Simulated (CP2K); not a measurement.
The O K edge of 5-hydroxypyrimidine was computed by TDDFT (CP2K XAS_TDP, aug-cc-pVDZ, TDA) at these levels: PBE0, PBEh(45%) and PBEh(45%) + GW2X. The first three lines of O1 (bonded to C and H) with a strength over 0.0015, energy in eV and strength:

| run | first | second | third |
| --- | --- | --- | --- |
| 1 | 536.32 (0.019) | 536.95 (0.009) | 538.73 (0.017) |
| 2 | 522.45 (0.007) | 522.59 (0.011) | 524.25 (0.003) |
| 3 | 530.97 (0.019) | 531.61 (0.009) | 533.39 (0.017) |

Question: Which run is which?

Run 1: PBEh(45%) + GW2X (45 % exact exchange). Run 2: PBE0 (25 % exact exchange). Run 3: PBEh(45%) (45 % exact exchange). Self-interaction lifts the core level, so the uncorrected lines rise with the share of exact exchange. The GW2X run keeps the spacings of its parent: 0.63 eV between the first two lines in run 1, 0.64 eV in run 3. Its shift is +5.35 eV, since the Kohn–Sham level at this share of exchange lies that far above the quasiparticle level.

[Hosts, paths, dates, database ids (printed as entryN), source tags and the programs' standing remarks are cut or masked in the printed files.]
